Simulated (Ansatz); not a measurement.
# InPt3C (Pm-3m): a soft mode frozen in

Which phase does InPt3C (Pm-3m) fall into along its unstable mode, and how much energy does it gain?

Main program and level: Ansatz 0.2.0; DFT PBEsol, scalar-relativistic, plane waves, PAW; PAW set soft_1.

Most raw output is cut from this account.

## 1. Starting point

It takes space group Pm-3m (No. 221, cubic). Conventional cell: a = 4.198 Å, b = 4.198 Å, c = 4.198 Å, α = 90.00°, β = 90.00°, γ = 90.00°. In has 12 Pt at 2.97 Å nearest. Pt has 2 C at 2.10 Å and 8 Pt at 2.97 Å and 4 In at 2.97 Å nearest. Nearest to C lie 6 Pt at 2.10 Å. Farther neighbours are not listed.

## 2. Response at finite wavevector

The cell comes from relaxations at this level that are not shown. Stability and thermal properties need the whole zone. Linear response on a 4×4×4 q mesh gives force constants as far as a supercell of that size would.

The input, input.yaml:

```yaml
crystal:
  lattice:
    - [4.1977651068, 0.0, 0.0]
    - [0.0, 4.1977651068, 0.0]
    - [0.0, 0.0, 4.1977651068]
  atoms:
    - { symbol: In, position: [0.0, 0.0, 0.0] }
    - { symbol: Pt, position: [0.5, 0.0, 0.5] }
    - { symbol: Pt, position: [0.5, 0.5, 0.0] }
    - { symbol: Pt, position: [0.0, 0.5, 0.5] }
    - { symbol: C, position: [0.5, 0.5, 0.5] }
kpoints:
  mp_grid: { grid: [8, 8, 8] }
hamiltonian:
  xc: pbesol
  pseudopotentials: { kind: paw, azcp: { folder: soft_1 }, xc_functional: pbe }
scf:
  occupations: { method: methfessel_paxton, width: 0.2 }
output:
  eigenvalues: true
phonons:
  method: dfpt
  qmesh: [4, 4, 4]
  temperatures: { t_max: 1000, t_step: 50 }
  qpath:
    path:
      - [[0.0, 0.0, 0.0], [0.0, 0.5, 0.0], [0.5, 0.5, 0.0], [0.0, 0.0, 0.0], [0.5, 0.5, 0.5], [0.0, 0.5, 0.0]]
      - [[0.5, 0.5, 0.5], [0.5, 0.5, 0.0]]
    npoints: 10
```

Command:

```sh
> ansatz run input.yaml --threads 4 --pin off --max-ram 10240MiB --backend cpu --events-out ev --progress --plain --runs-dir out
```

Run time: 26 min. Hardware: 4 threads of Arm Neoverse V1, shared host; peak memory 3.7 GiB.

Numbers from this step:

```yaml
volume_per_atom: 14.79 Å³
gap_on_the_k_mesh: 0 eV
sum_rule_residual_before_enforcement: 6.18e-5 eV/Å²
lowest_frequency_on_the_path: -99.83 cm⁻¹
point_group: m-3m
highest_frequency_on_the_path_or_at_a_solved_wavevector: 627.7 cm⁻¹
highest_optical_mode_at_the_zone_centre_no_lo_to_term: 371.1 cm⁻¹
lowest_optical_zone_centre_mode: -65.64 cm⁻¹
lowest_mode_on_the_q_mesh_acoustic_modes_at_gamma_apart: -99.83 cm⁻¹
```

Frequencies (cm⁻¹) solved at each irreducible wavevector; negative means imaginary. Frequencies by wavevector, by row:

```
q in reciprocal lattice units  star  mode 1  mode 2  mode 3  mode 4  mode 13  mode 14  mode 15
                        0 0 0     1   -65.6   -65.6   -65.6       0    371.1    371.1    371.1
                     0 0 0.25     6   -68.3     -65     -65   -29.1    366.2    366.2    522.9
                     0 0 -0.5     3     -71   -69.7   -69.7   -32.1    354.6    354.6    627.7
                  0 0.25 0.25    12   -83.9   -72.9     -67   -53.1    358.5      511      526
                  0 0.25 -0.5    12   -85.3   -83.8   -80.3   -65.8      357    514.6    623.2
                  0 -0.5 -0.5     3   -99.8   -99.8   -91.1   -91.1    366.1    623.5    623.5
               0.25 0.25 0.25     8   -89.4   -74.3   -73.6   -73.6    504.3    526.1    526.1
               0.25 0.25 -0.5    12   -82.9   -80.7   -79.4   -77.3    514.7    526.9    620.5
               0.25 -0.5 -0.5     6   -82.2   -82.2     -74     -74    523.9    618.9    618.9
               -0.5 -0.5 -0.5     1   -64.3   -64.3   -64.3   -21.4    617.2    617.2    617.2
```

Interpolated from a 4×4×4 q mesh. The phonon branches at the labelled points (cm⁻¹):

```
    point  branch 1  branch 2  branch 3  branch 4  branch 12  branch 13  branch 14  branch 15
        Γ       -66       -66       -66         0         96        371        371        371
  halfway       -68       -65       -65       -29        110        366        366        523
        X       -71       -70       -70       -32        129        355        355        628
  halfway       -85       -84       -80       -66        150        357        515        623
        M      -100      -100       -91       -91        166        366        624        624
  halfway       -84       -73       -67       -53        130        358        511        526
        Γ       -66       -66       -66         0         96        371        371        371
  halfway       -89       -74       -74       -74        150        504        526        526
        R       -64       -64       -64       -21        201        617        617        617
  halfway       -83       -81       -79       -77        168        515        527        620
        X       -71       -70       -70       -32        129        355        355        628
jump to R       -64       -64       -64       -21        201        617        617        617
  halfway       -82       -82       -74       -74        184        524        619        619
        M      -100      -100       -91       -91        166        366        624        624
```

Symmetry leaves 10 wavevectors to solve. The lowest mode among them, the acoustic zeros apart, lies at q = (0, -0.5, -0.5) and is imaginary, 99.8i cm⁻¹, so the energy falls along it.

## 3. The mode frozen in, largest atomic shift 0 Å

The mode followed lies at q = (0, -0.5, -0.5) with frequency 99.8i cm⁻¹ and is 2-fold degenerate, the softest among the wavevectors solved. At small amplitude the distorted cell has space group no. 53 by a symmetry search on the positions. The undistorted cell that holds it gives the zero of energy on the same k mesh.

System of this step: InPt3C. The structure is cubic, space group Pm-3m (No. 221). Conventional cell: a = 4.198 Å, b = 4.198 Å, c = 4.198 Å, α = 90.00°, β = 90.00°, γ = 90.00°. In has 12 Pt at 2.97 Å nearest. Nearest to Pt lie 2 C at 2.10 Å and 8 Pt at 2.97 Å and 4 In at 2.97 Å. Nearest to Pt lie 2 C at 2.10 Å and 4 In at 2.97 Å and 8 Pt at 2.97 Å. C has 6 Pt at 2.10 Å nearest. Farther neighbours are not listed.

The input, input.yaml:

```yaml
crystal:
  lattice:
    - [-4.1977651068, 0.0, 0.0]
    - [0.0, -4.1977651068, -4.1977651068]
    - [0.0, -4.1977651068, 4.1977651068]
  atoms:
    - { symbol: In, position: [0.0, 0.5, 0.5] }
    - { symbol: In, position: [0.0, 1.0, 1.0] }
    - { symbol: Pt, position: [0.5, 0.75, 0.25] }
    - { symbol: Pt, position: [0.5, 0.25, 0.75] }
    - { symbol: Pt, position: [0.5, 0.75, 0.75] }
    - { symbol: Pt, position: [0.5, 0.25, 0.25] }
    - { symbol: Pt, position: [1.0, 0.0, 0.5] }
    - { symbol: Pt, position: [1.0, 0.5, 0.0] }
    - { symbol: C, position: [0.5, 0.0, 0.5] }
    - { symbol: C, position: [0.5, 0.5, 0.0] }
kpoints:
  mp_grid: { grid: [8, 6, 6] }
hamiltonian:
  xc: pbesol
  pseudopotentials: { kind: paw, azcp: { folder: soft_1 }, xc_functional: pbe }
scf:
  occupations: { method: methfessel_paxton, width: 0.2 }
output:
  forces: true
  stress: true
  eigenvalues: true
```

Elapsed: 12 s, on 4 threads; peak memory 0.84 GiB.

Numbers from this step:

```yaml
pressure: -0.008717 GPa
energy_from_the_undistorted_cell: 0 meV/atom
```

The run ends at a pressure of -0.01 GPa.

## 4. The mode frozen in, largest atomic shift 0.32 Å

The atoms are moved along the unstable eigenvector, the largest shift by 0.32 Å, with the cell fixed.

input.yaml, the sections that differ from step 3:

```yaml
crystal:
  lattice:
    - [-4.1977651068, 0.0, 0.0]
    - [0.0, -4.1977651068, -4.1977651068]
    - [0.0, -4.1977651068, 4.1977651068]
  atoms:
    - { symbol: In, position: [0.0, 0.5, 0.5] }
    - { symbol: In, position: [0.0, 1.0, 1.0] }
    - { symbol: Pt, position: [0.4237689599, 0.75, 0.25] }
    - { symbol: Pt, position: [0.5762310401, 0.25, 0.75] }
    - { symbol: Pt, position: [0.5762310401, 0.75, 0.75] }
    - { symbol: Pt, position: [0.4237689599, 0.25, 0.25] }
    - { symbol: Pt, position: [1.0, 0.0, 0.5] }
    - { symbol: Pt, position: [1.0, 0.5, 0.0] }
    - { symbol: C, position: [0.5, 0.0, 0.5] }
    - { symbol: C, position: [0.5, 0.5, 0.0] }
output:
  forces: true
  stress: true
  eigenvalues: true
  write_density: true
  write_potential: true
  elf: true
  volumetric_format: npy
# kpoints, hamiltonian, scf: as in step 3
```

The job ended after 22 s (4 threads; peak memory 1 GiB; 86 s of CPU time).

Numbers from this step:

```
pressure                         : 2.167 GPa
energy from the undistorted cell : -63.95 meV/atom
```

The energy, extrapolated to zero smearing, is -63.95 meV/atom against the undistorted cell.

The run ends at a pressure of 2.17 GPa, with forces up to 0.14 eV/Å.

## 5. Energy along the mode, all amplitudes (two of the runs are shown above)

An imaginary frequency means negative curvature, so the energy should fall and then rise again as anharmonic terms take over.

This step gave:

```yaml
depth_at_the_lowest_point_sampled: 63.95 meV/atom
largest_atomic_shift_at_that_point: 0.32 Å
```

The energy from the parent by largest atomic shift:

```
largest atomic shift (Å)  energy from the parent (meV/atom)
                   0.000                                  0
                   0.040                              -2.22
                   0.080                              -8.54
                   0.140                              -23.5
                   0.220                              -46.5
                   0.320                              -64.0
                   0.450                              -39.4
                   0.600                               90.5
```

Displacement at unit largest shift by atom:

```
atom  x (Å)  y (Å)  z (Å)  size
 In1   0.00   0.00   0.00  0.00
 In2   0.00   0.00   0.00  0.00
 Pt3   1.00   0.00   0.00  1.00
 Pt4  -1.00   0.00   0.00  1.00
 Pt5  -1.00   0.00   0.00  1.00
 Pt6   1.00   0.00   0.00  1.00
 Pt7   0.00   0.00   0.00  0.00
 Pt8   0.00   0.00   0.00  0.00
  C9   0.00   0.00   0.00  0.00
 C10   0.00   0.00   0.00  0.00
```

The lowest of the steps tried is at 0.32 Å, 64.0 meV/atom below the parent; the bottom of the well need not coincide with a step.

## 6. Relaxation from the frozen mode

Starting from the lowest point found, all atoms and the cell are let go, so that strain and other modes of the same symmetry can join in.

Edit input.yaml of step 4 so:

```diff
@@ -27,5 +27,6 @@
   eigenvalues: true
-  write_density: true
-  write_potential: true
-  elf: true
-  volumetric_format: npy
+relax:
+  adjacent_minimum: "off"
+  f_tol: 0.002
+  max_steps: 120
+  cell: { stress_tol: 0.03 }
```

Wall time 2.6 min (4 threads); peak memory 1.1 GiB; 10 min of CPU time.

The steps of the relaxation:

```
step  energy less that of the first step (eV)  largest force component (eV/Å)  pressure (GPa)  volume (Å³)
   1                                   0.0000                          0.1414            2.17       147.94
   2                                  -0.0801                          0.0317           -1.07       150.44
   3                                  -0.1194                          0.3755            1.26       149.76
   4                                  -0.1477                          0.0352           -0.76       150.46
   5                                  -0.1493                          0.0015           -0.10       150.03
   6                                  -0.1494                          0.0007            0.02       149.95
   7                                  -0.1494                          0.0005            0.00       149.95
  8*                                  -0.1524                          0.0007            0.01       149.95
   9                                  -0.1525                          0.0002            0.00       149.97
 10*                                  -0.1525                          0.0002            0.00       149.97
```

Relaxation steps marked * repeat the geometry before them on a plane-wave basis chosen anew for their cell, so energy and pressure can jump there.

The run keeps the 8 symmetry operations that it works with, so distortions that break them were not tested.

```
     cell as run  before  after  change
           a (Å)   4.198  4.306  +2.6 %
           b (Å)   5.937  6.214  +4.7 %
           c (Å)   5.937  5.604  -5.6 %
volume (Å³/atom)   14.79  15.00  +1.4 %
```

The atoms that moved most (Å, as changes of fractional coordinates times the final cell):

```
atom      dx     dy     dz  length
 Pt3   0.048  0.000  0.000   0.048
 Pt6   0.048  0.000  0.000   0.048
 Pt4  -0.048  0.000  0.000   0.048
 Pt5  -0.048  0.000  0.000   0.048
```

Final coordinates:

```cif
data_structure
_symmetry_space_group_name_H-M 'P 1'
_symmetry_Int_Tables_number 1
_cell_length_a 4.3063
_cell_length_b 6.2142
_cell_length_c 5.6042
_cell_angle_alpha 90.000
_cell_angle_beta 90.000
_cell_angle_gamma 90.000
_cell_volume 149.97
loop_
_atom_site_label
_atom_site_type_symbol
_atom_site_fract_x
_atom_site_fract_y
_atom_site_fract_z
_atom_site_occupancy
In1 In 0.00000 0.50000 0.50000 1
In2 In 0.00000 0.00000 0.00000 1
Pt3 Pt 0.41251 0.75000 0.25000 1
Pt4 Pt 0.58749 0.25000 0.75000 1
Pt5 Pt 0.58749 0.75000 0.75000 1
Pt6 Pt 0.41251 0.25000 0.25000 1
Pt7 Pt 0.00000 0.00000 0.50000 1
Pt8 Pt 0.00000 0.50000 0.00000 1
C9 C 0.50000 0.00000 0.50000 1
C10 C 0.50000 0.50000 0.00000 1
```

Numbers from this step:

| Quantity | Value |
| --- | --- |
| pressure | 0.001016 GPa |
| volume per atom | 15.00 Å³ |

The distorted start has space group Pmna; the relaxation ends in Pmna.

## 7. The new phase in its own primitive cell

The relaxed structure is symmetrised, reduced to its primitive cell and relaxed tightly, as its phonons need.

input.yaml, the sections that differ from step 6:

```yaml
crystal:
  lattice:
    - [6.2141519712, 0.0, 0.0]
    - [0.0, 4.3063147306, 0.0]
    - [0.0, 0.0, 5.6041772178]
  atoms:
    - { symbol: In, position: [0.5, 0.0, 0.5] }
    - { symbol: In, position: [0.0, 0.0, 0.0] }
    - { symbol: Pt, position: [0.25, 0.587490501, 0.75] }
    - { symbol: Pt, position: [0.75, 0.412509499, 0.25] }
    - { symbol: Pt, position: [0.25, 0.412509499, 0.25] }
    - { symbol: Pt, position: [0.75, 0.587490501, 0.75] }
    - { symbol: Pt, position: [0.0, 0.0, 0.5] }
    - { symbol: Pt, position: [0.5, 0.0, 0.0] }
    - { symbol: C, position: [0.0, 0.5, 0.5] }
    - { symbol: C, position: [0.5, 0.5, 0.0] }
kpoints:
  mp_grid: { grid: [6, 8, 6] }
relax:
  adjacent_minimum: "off"
  f_tol: 0.001
  max_steps: 60
  cell: { stress_tol: 0.01 }
# hamiltonian, scf, output: as in step 6
```

It took 41 s on 4 threads; peak memory 1.1 GiB; 2.7 min of CPU time.

Little changed from the start: no atom moved by 0.005 Å and no cell edge by 0.1 %.

This step gave:

```yaml
pressure: 0.001017 GPa
```

The largest force component left is 0.20 meV/Å and the pressure is 0.001 GPa, within the tolerances set. The cell now holds 15.00 Å³/atom.

## 8. Modes of the new phase, k-mesh 6×8×6

A relaxed structure may still be a saddle point, so its zone-centre modes are computed. No field response is asked, since the mesh shows no gap.

Edit input.yaml of step 7 so:

```diff
@@ -24,9 +24,4 @@
 output:
-  forces: true
-  stress: true
   eigenvalues: true
-relax:
-  adjacent_minimum: "off"
-  f_tol: 0.001
-  max_steps: 60
-  cell: { stress_tol: 0.01 }
+phonons:
+  method: dfpt
```

Run time: 15 min. Hardware: 4 threads; peak memory 4.8 GiB.

The run was cut off at the time limit after its SCF cycle had converged; no result of it is taken.

The program's message: “Warning:”

## 9. What came out

| Property | Result |
| --- | --- |
| unstable mode of the parent | q = (0, -0.5, -0.5), 100i cm⁻¹ |
| depth at the lowest point sampled | 64.0 meV/atom |
| largest atomic shift at that point | 0.32 Å |
| space group reached (within 0.01 Å) | Pmna |
| energy gained over the parent (first relaxation, on the mesh of the frozen mode) | 79.3 meV/atom |
| volume per atom, phase reached | 15.0 Å³ |

What this shows: Along this mode the structure falls into Pmna, 79.3 meV/atom below the parent. At the parent's cell the well is 63.95 meV/atom deep on the steps tried, with its lowest point at a shift of 0.32 Å. Relaxing atoms and cell changes the gain by +15.39 meV/atom against the lowest step (energies at zero smearing). The modes of the phase reached were not computed on this path. Of the 2 patterns followed to their end from this parent, this one reaches the lowest energy. Each path keeps the symmetry of its pattern, so a lower phase may lie along a pattern not tried. With no gap, or one that is small against the smearing, the frequencies hang on the k mesh and the smearing, most of all near Kohn anomalies. The phonon runs are without spin polarisation, although the cell has an odd electron count. Spin-orbit coupling is left out, which can matter for the heavy elements here. The PAW files were made for PBE and serve the other functionals too.

[Logs are printed without paths, hosts, clocks, repeated set-up lines and the standing remarks that a program may print on its own settings, such as how far it seeks lower states.]

[Hosts, paths, dates, database ids (printed as entryN), source tags and the programs' standing remarks are cut or masked in the printed files.]
